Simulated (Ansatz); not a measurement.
# Electron scattering at the Σ3 (112) boundary in fcc Rh

Aim: the relaxed structure and the specific resistance of the Σ3 (112) boundary in fcc Rh.

Method: Ansatz plane-wave DFT, PBEsol, PAW files; relaxation of a bicrystal slab with its lowest layers held; PAW set soft_1, in the first sound run; inputs show where later runs differ, in Ansatz 0.2.0.

## Step 1: The starting structure

The cell holds 24 atoms: 24 Rh. Its edges and angles: a = 2.689 Å, b = 6.587 Å, c = 29.631 Å, α = 90.0°, β = 90.0°, γ = 90.0°. It derives from Rh. built on the (1 1 2) plane; 2 overlapping atoms removed and the grains opened by 0 Å. Vacuum lies along c.

## Step 2: Relaxing the bicrystal

The boundary is built by mirroring the lower grain in the boundary plane and removing any atoms that overlap. A thin bicrystal slab is relaxed first, with the lowest layers held and the upper grain free to shift and open.

input.yaml reads:

```yaml
crystal:
  lattice:
    - [2.6891977995, 0.0, 0.0]
    - [0.0, 6.5871624263, 0.0]
    - [0.0, 0.0, 29.6313088808]
  atoms:
    - { symbol: Rh, position: [0.9999999998, 0.3333333334, 0.1687404367] }
    - { symbol: Rh, position: [0.4999999998, 0.0, 0.19493923] }
    - { symbol: Rh, position: [0.9999999999, 0.6666666667, 0.2211380233] }
    - { symbol: Rh, position: [0.4999999999, 0.3333333334, 0.2473368166] }
    - { symbol: Rh, position: [0.9999999999, 0.0, 0.2735356099] }
    - { symbol: Rh, position: [0.4999999999, 0.6666666667, 0.2997344032] }
    - { symbol: Rh, position: [0.9999999999, 0.3333333334, 0.3259331965] }
    - { symbol: Rh, position: [0.4999999999, 0.0, 0.3521319898] }
    - { symbol: Rh, position: [1.0, 0.6666666667, 0.3783307831] }
    - { symbol: Rh, position: [0.5, 0.3333333333, 0.4045295764] }
    - { symbol: Rh, position: [0.0, 0.0, 0.4307283697] }
    - { symbol: Rh, position: [1.0, 0.6666666667, 0.4831259563] }
    - { symbol: Rh, position: [0.4999999999, 0.0, 0.5093247496] }
    - { symbol: Rh, position: [0.9999999999, 0.3333333334, 0.5355235429] }
    - { symbol: Rh, position: [0.4999999999, 0.6666666667, 0.5617223362] }
    - { symbol: Rh, position: [0.9999999999, 0.0, 0.5879211295] }
    - { symbol: Rh, position: [0.4999999999, 0.3333333334, 0.6141199229] }
    - { symbol: Rh, position: [0.9999999999, 0.6666666667, 0.6403187162] }
    - { symbol: Rh, position: [0.4999999998, 0.0, 0.6665175095] }
    - { symbol: Rh, position: [0.9999999998, 0.3333333334, 0.6927163028] }
    - { symbol: Rh, position: [0.4999999998, 0.6666666667, 0.7189150961] }
    - { symbol: Rh, position: [0.9999999998, 1.0e-10, 0.7451138894] }
    - { symbol: Rh, position: [0.4999999998, 0.3333333334, 0.7713126827] }
    - { symbol: Rh, position: [0.9999999997, 0.6666666667, 0.797511476] }
kpoints:
  mp_grid: { grid: [9, 4, 1] }
hamiltonian:
  xc: pbesol
  pseudopotentials: { kind: paw, azcp: { folder: soft_1 }, xc_functional: pbe }
scf:
  occupations: { method: fermi_dirac, width: 0.1 }
relax:
  f_tol: 0.03
  max_steps: 80
  constraints: [{ sites: [0, 1, 2, 3] }]
```

Launch:

```sh
$ ansatz run input.yaml --threads 4 --pin off --max-ram 15360MiB --backend cpu --events-out ev --progress --plain --runs-dir out
```

Numbers of over 12 decimals in the logs are rounded to 6 here.

What it wrote:

```text
Engine: ansatz 0.2.0, x86_64-unknown-linux-gnu
Pseudopotentials: kind: paw
Pseudopotential: Rh, paw, valence charge 17, recommended cutoff 420 eV (normal), soft_1/Rh.paw.azcp
Functional definition: PBEsol
  exchange = pbesol_x
  correlation = pbesol_c
Crystal: 24 atoms, lattice volume = 524.894 Å³
Basis set: ecut = 420 eV, 10321 PW (Γ), exchange–correlation on 36×90×400 points (8 copies of the dense FFT grid, shifted against one another)
Bands: 245, of which v1, the nominal top of the filled ones, is band 204 counted from 1 (203 counted from 0)
Symmetry: 2 space group operations
Space group: Pm (ITA 6), of the structure as read, at distance tolerance 8.1e-5 Å
k-points: 15 of 36 (time reversal used)
Non-local potential: Rh, projectors of the file, l = 0: 3, l = 1: 2, l = 2: 2, l = 3: 1
PAW form: soft (Blöchl's): semilocal exchange-correlation on the pseudo side does not see the compensation charge
PAW frozen core: Rh, regenerated for the run's functional, and the local potential with it (the file was generated under x = pbe(κ = 0.804, μ = 0.219515), c = pbe(β = 0.066725))
PAW one-centre angular grid: Rh, 590 points (default); XC on 64 Gauss nodes
Initial density: superposition of atomic densities (neutral atoms: chi_scale 0, normalization atom)
Initial wavefunctions: pseudopotential atomic-orbital guess
Functional: x = pbesol(κ = 0.804, μ = 0.123457), c = pbesol(β = 0.046)
SCF iter   1: F=—  HF=-152136.060601 eV  |F-HF|=—  |Δ(HF+E_count)|=         —  Δρ=9.16e-2  dr2=5.54e1  ethr=3.10e-3  ⟨swp⟩=6.3  Hψ=12827  notcnv=0  defer=69
preconditioner: auto → LDOS  [metal: Δε(μ)=0.005 eV  Ē_g=5.732 eV  σ=0.100 eV  W_gap=0.01  n_scr=154 (ndim 8)  ℏωp=23.8 eV  f_vac=0.307  D(μ)=33.79/eV (n_scr^D=372)  β→1.0]
SCF iter   2: F=—  HF=-152143.789464 eV  |F-HF|=—  |Δ(HF+E_count)|=    7.73e0  Δρ=1.16e-1  dr2=6.97e1  ethr=3.10e-3  ⟨swp⟩=3.3  Hψ=9839  notcnv=0  defer=138
SCF iter   3: F=—  HF=-152123.089862 eV  |F-HF|=—  |Δ(HF+E_count)|=    2.07e1  Δρ=2.19e-2  dr2=2.10e0  ethr=3.10e-3  ⟨swp⟩=2.2  Hψ=7736  notcnv=0  defer=180
SCF iter   4: F=—  HF=-152122.404017 eV  |F-HF|=—  |Δ(HF+E_count)|=   6.86e-1  Δρ=3.50e-3  dr2=1.44e-1  ethr=5.14e-4  ⟨swp⟩=3.5  Hψ=9093  notcnv=0  defer=163
SCF iter   5: F=—  HF=-152122.383717 eV  |F-HF|=—  |Δ(HF+E_count)|=   2.03e-2  Δρ=1.20e-3  dr2=2.18e-2  ethr=3.54e-5  ⟨swp⟩=2.0  Hψ=5325  notcnv=0  defer=163
SCF iter   6: F=—  HF=-152122.381642 eV  |F-HF|=—  |Δ(HF+E_count)|=   2.07e-3  Δρ=4.22e-4  dr2=3.45e-3  ethr=5.34e-6  ⟨swp⟩=2.0  Hψ=5400  notcnv=0  defer=163
SCF iter   7: F=—  HF=-152122.381444 eV  |F-HF|=—  |Δ(HF+E_count)|=   1.99e-4  Δρ=2.55e-4  dr2=4.71e-4  ethr=8.46e-7  ⟨swp⟩=2.1  Hψ=5365  notcnv=0  defer=163
SCF iter   8: F=—  HF=-152122.381353 eV  |F-HF|=—  |Δ(HF+E_count)|=   9.04e-5  Δρ=8.75e-5  dr2=7.81e-5  ethr=1.15e-7  ⟨swp⟩=3.1  Hψ=7731  notcnv=0  defer=163
SCF iter   9: F=-152122.381351 eV  HF=-152122.381363 eV  |F-HF|=1.17e-5  |Δ(HF+E_count)|=   9.23e-6  Δρ=3.70e-5  dr2=1.61e-5  ethr=5.51e-9  ⟨swp⟩=4.7  Hψ=11914  notcnv=0
SCF 1 converged in 9 iterations: F = -152122.381351 eV  dr2 = 1.61e-5
  greatest PAW one-centre occupation: 0.999 electrons in one spin orbital (limit 2), on the Rh atom at site 14 (counted from 0), in its partial waves of l = 0
relax step   1: F+E_penalty+E_count = -152122.38135084 eV  Δ(F+E_penalty+E_count) = +0.000e0 eV  max|allowed force component| = 1.130e0 eV/Å  Δτ_max = 0.0000 Å  (9 SCF iters, dr2 threshold 2.25e-5 eV, accepted)
Initial density: handed on by an earlier stage of this run
Initial wavefunctions: those handed on with the density
SCF iter   1: F=—  HF=-152122.929969 eV  |F-HF|=—  |Δ(HF+E_count)|=         —  Δρ=1.74e-2  dr2=1.63e1  ethr=3.10e-3  ⟨swp⟩=4.3  Hψ=8046  notcnv=0  defer=130
preconditioner: auto → LDOS  [metal: Δε(μ)=0.008 eV  Ē_g=5.550 eV  σ=0.100 eV  W_gap=0.02  n_scr=154 (ndim 8)  ℏωp=23.8 eV  f_vac=0.313  D(μ)=37.61/eV (n_scr^D=424)  β→1.0]
SCF iter   2: F=—  HF=-152122.786071 eV  |F-HF|=—  |Δ(HF+E_count)|=   1.44e-1  Δρ=6.09e-3  dr2=3.71e-1  ethr=3.10e-3  ⟨swp⟩=1.8  Hψ=4285  notcnv=0  defer=138
SCF iter   3: F=—  HF=-152122.752231 eV  |F-HF|=—  |Δ(HF+E_count)|=   3.38e-2  Δρ=2.70e-3  dr2=5.76e-2  ethr=9.09e-5  ⟨swp⟩=2.2  Hψ=6581  notcnv=0  defer=138
SCF iter   4: F=—  HF=-152122.740838 eV  |F-HF|=—  |Δ(HF+E_count)|=   1.14e-2  Δρ=6.99e-4  dr2=8.06e-3  ethr=1.41e-5  ⟨swp⟩=2.5  Hψ=6584  notcnv=0  defer=138
SCF iter   5: F=—  HF=-152122.740327 eV  |F-HF|=—  |Δ(HF+E_count)|=   5.11e-4  Δρ=3.06e-4  dr2=1.54e-3  ethr=1.97e-6  ⟨swp⟩=2.9  Hψ=5960  notcnv=0  defer=138
SCF iter   6: F=—  HF=-152122.740313 eV  |F-HF|=—  |Δ(HF+E_count)|=   1.47e-5  Δρ=1.18e-4  dr2=1.50e-4  ethr=3.78e-7  ⟨swp⟩=2.0  Hψ=4684  notcnv=0  defer=138
SCF iter   7: F=-152122.740309 eV  HF=-152122.740320 eV  |F-HF|=1.06e-5  |Δ(HF+E_count)|=   7.20e-6  Δρ=3.18e-5  dr2=1.56e-5  ethr=1.96e-8  ⟨swp⟩=2.9  Hψ=12915  notcnv=0
SCF 2 converged in 7 iterations: F = -152122.740309 eV  dr2 = 1.56e-5
  greatest PAW one-centre occupation: 0.999 electrons in one spin orbital (limit 2), on the Rh atom at site 20 (counted from 0), in its partial waves of l = 0
relax step   2: F+E_penalty+E_count = -152122.74030937 eV  Δ(F+E_penalty+E_count) = -3.590e-1 eV  max|allowed force component| = 4.187e-1 eV/Å  Δτ_max = 0.1975 Å  (7 SCF iters, dr2 threshold 7.98e-5 eV, accepted)
SCF iter   1: F=—  HF=-152123.419217 eV  |F-HF|=—  |Δ(HF+E_count)|=         —  Δρ=2.06e-2  dr2=1.89e1  ethr=3.10e-3  ⟨swp⟩=5.8  Hψ=9045  notcnv=0  defer=114
preconditioner: auto → LDOS  [metal: Δε(μ)=0.005 eV  Ē_g=5.578 eV  σ=0.100 eV  W_gap=0.01  n_scr=154 (ndim 8)  ℏωp=23.8 eV  f_vac=0.318  D(μ)=36.79/eV (n_scr^D=404)  β→1.0]
SCF iter   2: F=—  HF=-152123.180714 eV  |F-HF|=—  |Δ(HF+E_count)|=   2.39e-1  Δρ=7.58e-3  dr2=3.95e-1  ethr=3.10e-3  ⟨swp⟩=2.0  Hψ=4421  notcnv=0  defer=137
SCF iter   3: F=—  HF=-152123.119972 eV  |F-HF|=—  |Δ(HF+E_count)|=   6.07e-2  Δρ=4.82e-3  dr2=2.33e-1  ethr=9.69e-5  ⟨swp⟩=2.6  Hψ=7701  notcnv=0  defer=138
SCF iter   4: F=—  HF=-152123.085412 eV  |F-HF|=—  |Δ(HF+E_count)|=   3.46e-2  Δρ=8.89e-4  dr2=6.22e-3  ethr=5.72e-5  ⟨swp⟩=2.0  Hψ=6659  notcnv=0  defer=138
SCF iter   5: F=—  HF=-152123.082467 eV  |F-HF|=—  |Δ(HF+E_count)|=   2.94e-3  Δρ=2.45e-4  dr2=1.22e-3  ethr=1.52e-6  ⟨swp⟩=3.0  Hψ=6939  notcnv=0  defer=138
SCF iter   6: F=—  HF=-152123.082482 eV  |F-HF|=—  |Δ(HF+E_count)|=   1.50e-5  Δρ=1.20e-4  dr2=1.76e-4  ethr=2.99e-7  ⟨swp⟩=1.9  Hψ=4099  notcnv=0  defer=138
SCF iter   7: F=-152123.082497 eV  HF=-152123.082504 eV  |F-HF|=7.16e-6  |Δ(HF+E_count)|=   2.17e-5  Δρ=3.06e-5  dr2=1.07e-5  ethr=2.68e-9  ⟨swp⟩=4.0  Hψ=14804  notcnv=0
SCF 3 converged in 7 iterations: F = -152123.082497 eV  dr2 = 1.07e-5
relax step   3: F+E_penalty+E_count = -152123.08249673 eV  Δ(F+E_penalty+E_count) = -3.422e-1 eV  max|allowed force component| = 3.690e-1 eV/Å  Δτ_max = 0.1945 Å  (7 SCF iters, dr2 threshold 1.10e-5 eV, accepted)
[... from here on, the SCF cycles and remarks between the steps are left out ...]
relax step   4: F+E_penalty+E_count = -152123.38220465 eV  Δ(F+E_penalty+E_count) = -2.997e-1 eV  max|allowed force component| = 2.381e-1 eV/Å  Δτ_max = 0.1949 Å  (7 SCF iters, dr2 threshold 1.87e-5 eV, accepted)
relax step   5: F+E_penalty+E_count = -152123.58702846 eV  Δ(F+E_penalty+E_count) = -2.048e-1 eV  max|allowed force component| = 1.607e-1 eV/Å  Δτ_max = 0.1944 Å  (7 SCF iters, dr2 threshold 2.36e-5 eV, accepted)
relax step   6: F+E_penalty+E_count = -152123.71296756 eV  Δ(F+E_penalty+E_count) = -1.259e-1 eV  max|allowed force component| = 9.177e-2 eV/Å  Δτ_max = 0.2000 Å  (8 SCF iters, dr2 threshold 1.08e-5 eV, accepted)
relax step   7: F+E_penalty+E_count = -152123.80033144 eV  Δ(F+E_penalty+E_count) = -8.736e-2 eV  max|allowed force component| = 1.139e-1 eV/Å  Δτ_max = 0.1940 Å  (8 SCF iters, dr2 threshold 2.75e-6 eV, accepted)
relax step   8: F+E_penalty+E_count = -152123.86307368 eV  Δ(F+E_penalty+E_count) = -6.274e-2 eV  max|allowed force component| = 1.593e-1 eV/Å  Δτ_max = 0.1977 Å  (8 SCF iters, dr2 threshold 4.23e-6 eV, accepted)
relax step   9: F+E_penalty+E_count = -152123.91810706 eV  Δ(F+E_penalty+E_count) = -5.503e-2 eV  max|allowed force component| = 2.058e-1 eV/Å  Δτ_max = 0.1952 Å  (7 SCF iters, dr2 threshold 2.54e-5 eV, accepted)
relax step  10: F+E_penalty+E_count = -152123.95146250 eV  Δ(F+E_penalty+E_count) = -3.336e-2 eV  max|allowed force component| = 9.298e-2 eV/Å  Δτ_max = 0.1924 Å  (7 SCF iters, dr2 threshold 4.24e-5 eV, accepted)
relax step  11: F+E_penalty+E_count = -152123.95728283 eV  Δ(F+E_penalty+E_count) = -5.820e-3 eV  max|allowed force component| = 5.212e-2 eV/Å  Δτ_max = 0.1091 Å  (7 SCF iters, dr2 threshold 1.76e-6 eV, accepted)
SCF iter   1: F=—  HF=-152123.960037 eV  |F-HF|=—  |Δ(HF+E_count)|=         —  Δρ=8.64e-4  dr2=6.41e-3  ethr=6.71e-6  ⟨swp⟩=2.7  Hψ=6544  notcnv=0  defer=147
preconditioner: auto → LDOS  [metal: Δε(μ)=0.002 eV  Ē_g=5.758 eV  σ=0.100 eV  W_gap=0.00  n_scr=154 (ndim 8)  ℏωp=23.8 eV  f_vac=0.337  D(μ)=34.81/eV (n_scr^D=396)  β→1.0]
SCF iter   2: F=—  HF=-152123.959532 eV  |F-HF|=—  |Δ(HF+E_count)|=   5.05e-4  Δρ=3.42e-4  dr2=9.20e-4  ethr=1.57e-6  ⟨swp⟩=2.0  Hψ=5873  notcnv=0  defer=147
SCF iter   3: F=—  HF=-152123.959373 eV  |F-HF|=—  |Δ(HF+E_count)|=   1.59e-4  Δρ=1.67e-4  dr2=1.71e-4  ethr=2.26e-7  ⟨swp⟩=2.7  Hψ=6967  notcnv=0  defer=147
SCF iter   4: F=—  HF=-152123.959339 eV  |F-HF|=—  |Δ(HF+E_count)|=   3.41e-5  Δρ=3.59e-5  dr2=7.68e-6  ethr=4.19e-8  ⟨swp⟩=2.7  Hψ=6480  notcnv=0  defer=147
SCF iter   5: F=—  HF=-152123.957922 eV  |F-HF|=—  |Δ(HF+E_count)|=   1.42e-3  Δρ=8.91e-6  dr2=8.19e-7  ethr=1.88e-9  ⟨swp⟩=2.5  Hψ=6896  notcnv=0  defer=147
SCF iter   6: F=—  HF=-152123.957922 eV  |F-HF|=—  |Δ(HF+E_count)|=   2.30e-7  Δρ=4.24e-6  dr2=2.00e-7  ethr=2.45e-11  ⟨swp⟩=5.0  Hψ=13380  notcnv=0
SCF iter   7: F=-152123.957922 eV  HF=-152123.957922 eV  |F-HF|=1.53e-8  |Δ(HF+E_count)|=   2.86e-8  Δρ=1.43e-6  dr2=2.27e-8  ethr=2.45e-11  ⟨swp⟩=4.0  Hψ=10345  notcnv=0
SCF 12 converged in 7 iterations: F = -152123.957922 eV  dr2 = 2.27e-8
relax step  12: F+E_penalty+E_count = -152123.95792241 eV  Δ(F+E_penalty+E_count) = -6.396e-4 eV  max|allowed force component| = 1.657e-2 eV/Å  Δτ_max = 0.0117 Å  (7 SCF iters, accepted)
SCF converged after 7 iterations
Free energy (F): -152123.957922 eV
Harris-Foulkes:  -152123.957922 eV  (|F-HF|=1.53e-8)
Internal energy: -152122.794581 eV  (E = F + TS)
E sigma→0 (E₀):  -152123.376252 eV
Entropy (-TS):   -1.163342 eV (-48.473 meV/atom)
Fermi energy:    12.141970 eV
--- Per-component energies (eV) ---
  E_band       = -6174.641345
  E_kinetic    = 12888.168422
  E_local      = -608744.251769  (includes V_loc(G=0)·N_el)
  E_nonlocal   = 7214.671307
  E_hartree    = 297738.254589
  E_xc         = -4807.048505
  E_vxc        = -6053.064360  (∫ρ·V_xc dr)
  E_paw        = -84968.186602  (= ΣΔE_a)
  E_vpaw       = -6956.703039  (= ΣTr[D̂ρ^β])
  E_aug_tail   = 0.001562  (compensation charges beyond the density's cutoff)
  E_ewald      = 228548.967603
  E_core_change = 6.628812  (= ΣΔE_core)
  E_smearing   = -1.163342  (= −TS)
  E_closure    = 0.000000  (closes the sum)
  Σ components = -152123.957922   (vs F -152123.957922, Δ=0.00e0)
--- Forces (eV/Å), atoms counted from 1 ---
  atom   1  Rh     0.00000000    -0.31581913     1.02379657
  atom   2  Rh     0.00000000     0.28487342     0.14478668
  atom   3  Rh    -0.00000000     0.01391613    -0.36037731
  atom   4  Rh    -0.00000000     0.00399134    -0.80862024
  atom   5  Rh    -0.00000000     0.00271185     0.00094869
  atom   6  Rh    -0.00000000     0.00006391    -0.00172236
  atom   7  Rh    -0.00000000     0.00188308    -0.00089566
  atom   8  Rh    -0.00000000     0.00622621     0.00799977
  atom   9  Rh     0.00000000     0.00061480     0.00171016
  atom  10  Rh     0.00000000    -0.00350819     0.00421571
  atom  11  Rh     0.00000000     0.00840472     0.00436673
  atom  12  Rh     0.00000000    -0.00386838     0.00008383
  atom  13  Rh     0.00000000    -0.00475034    -0.00023256
  atom  14  Rh     0.00000000    -0.00493606    -0.00533281
  atom  15  Rh    -0.00000000     0.00487382    -0.01651467
  atom  16  Rh     0.00000000     0.00622282     0.00038560
  atom  17  Rh     0.00000000    -0.00283473     0.00197082
  atom  18  Rh    -0.00000000    -0.00221169     0.00093923
  atom  19  Rh    -0.00000000     0.00719791     0.00440687
  atom  20  Rh     0.00000000    -0.00226742    -0.00619644
  atom  21  Rh    -0.00000000    -0.00020833     0.00300977
  atom  22  Rh    -0.00000000    -0.00924358     0.00151973
  atom  23  Rh    -0.00000000     0.00573409    -0.01657255
  atom  24  Rh     0.00000000     0.00296356     0.01634299
  max |Σ_I F_I| component: 2.98e-5 eV/Å
--- Relaxed structure (12 steps of the walk, 12 accepted, 0 SCFs on fresh bases) ---
  F+E_penalty+E_count = -152123.95792241 eV   max|allowed force component| = 1.657e-2 eV/Å
  atoms:
    - { symbol: Rh, position: [1.0, 0.333333, 0.168740] }
    - { symbol: Rh, position: [0.5, 0.0, 0.194939] }
    - { symbol: Rh, position: [1.0, 0.6666666667, 0.221138] }
    - { symbol: Rh, position: [0.5, 0.333333, 0.247337] }
    - { symbol: Rh, position: [1.0, -0.00345303, 0.271624] }
    - { symbol: Rh, position: [0.5, 0.665755, 0.298847] }
    - { symbol: Rh, position: [1.0, 0.334570, 0.323195] }
    - { symbol: Rh, position: [0.5, -0.000381146, 0.349388] }
    - { symbol: Rh, position: [1.0, 0.670046, 0.377320] }
    - { symbol: Rh, position: [0.5, 0.330951, 0.400304] }
    - { symbol: Rh, position: [-6.034547149122577e-18, 0.00930126, 0.425795] }
    - { symbol: Rh, position: [1.0, 0.518933, 0.461708] }
    - { symbol: Rh, position: [0.5, -0.161858, 0.489464] }
    - { symbol: Rh, position: [1.0, 0.177231, 0.509493] }
    - { symbol: Rh, position: [0.5, 0.505272, 0.537806] }
    - { symbol: Rh, position: [1.0, -0.159385, 0.566062] }
    - { symbol: Rh, position: [0.5, 0.173388, 0.588768] }
    - { symbol: Rh, position: [1.0, 0.505453, 0.616262] }
    - { symbol: Rh, position: [0.5, -0.162968, 0.643168] }
    - { symbol: Rh, position: [1.0, 0.169048, 0.665995] }
    - { symbol: Rh, position: [0.5, 0.505142, 0.692868] }
    - { symbol: Rh, position: [1.0, -0.161636, 0.721810] }
    - { symbol: Rh, position: [0.5, 0.169310, 0.742564] }
    - { symbol: Rh, position: [1.0, 0.491748, 0.767014] }
```

Run time: 8 min. Hardware: 4 threads of Intel Xeon Platinum 8259CL at 2.50GHz (Skylake/Cascade Lake), shared host; peak memory 3.2 GiB; 31 min of CPU time.

Step by step:

| step | energy less that of the first step (eV) | largest force component (eV/Å) |
| --- | --- | --- |
| 1 | 0.0000 | 1.1300 |
| 2 | -0.3590 | 0.4187 |
| 3 | -0.7011 | 0.3690 |
| 4 | -1.0009 | 0.2381 |
| 5 | -1.2057 | 0.1607 |
| 6 | -1.3316 | 0.0918 |
| 7 | -1.4190 | 0.1139 |
| 8 | -1.4817 | 0.1593 |
| 9 | -1.5368 | 0.2058 |
| 10 | -1.5701 | 0.0930 |
| 11 | -1.5759 | 0.0521 |
| 12 | -1.5766 | 0.0166 |

The run keeps the 2 symmetry operations that it works with, so distortions that break them were not tested.

The atoms that moved most (Å):

| atom | dx | dy | dz | length |
| --- | --- | --- | --- | --- |
| Rh24 | 0.000 | -1.152 | -0.904 | 1.464 |
| Rh23 | 0.000 | -1.080 | -0.852 | 1.376 |
| Rh20 | 0.000 | -1.082 | -0.792 | 1.341 |
| Rh21 | 0.000 | -1.064 | -0.772 | 1.314 |
| Rh17 | 0.000 | -1.054 | -0.751 | 1.294 |
| Rh14 | 0.000 | -1.028 | -0.771 | 1.285 |
| Rh18 | 0.000 | -1.062 | -0.713 | 1.279 |
| Rh15 | 0.000 | -1.063 | -0.709 | 1.278 |

Numbers from this step:

| Item | Value |
| --- | --- |
| free energy | -152123.9579 eV |
| energy at zero smearing | -152123.3763 eV |
| Fermi energy | 12.14 eV |

The largest force component on a free atom ends at 0.017 eV/Å, under the tolerance of 0.03, after 12 steps.

(Continued in part 2 of 3.)

[Logs are printed without paths, hosts, clocks, repeated set-up lines and the standing remarks that a program may print on its own settings, such as how far it seeks lower states.]

[Hosts, paths, dates, database ids (printed as entryN), source tags and the programs' standing remarks are cut or masked in the printed files.]
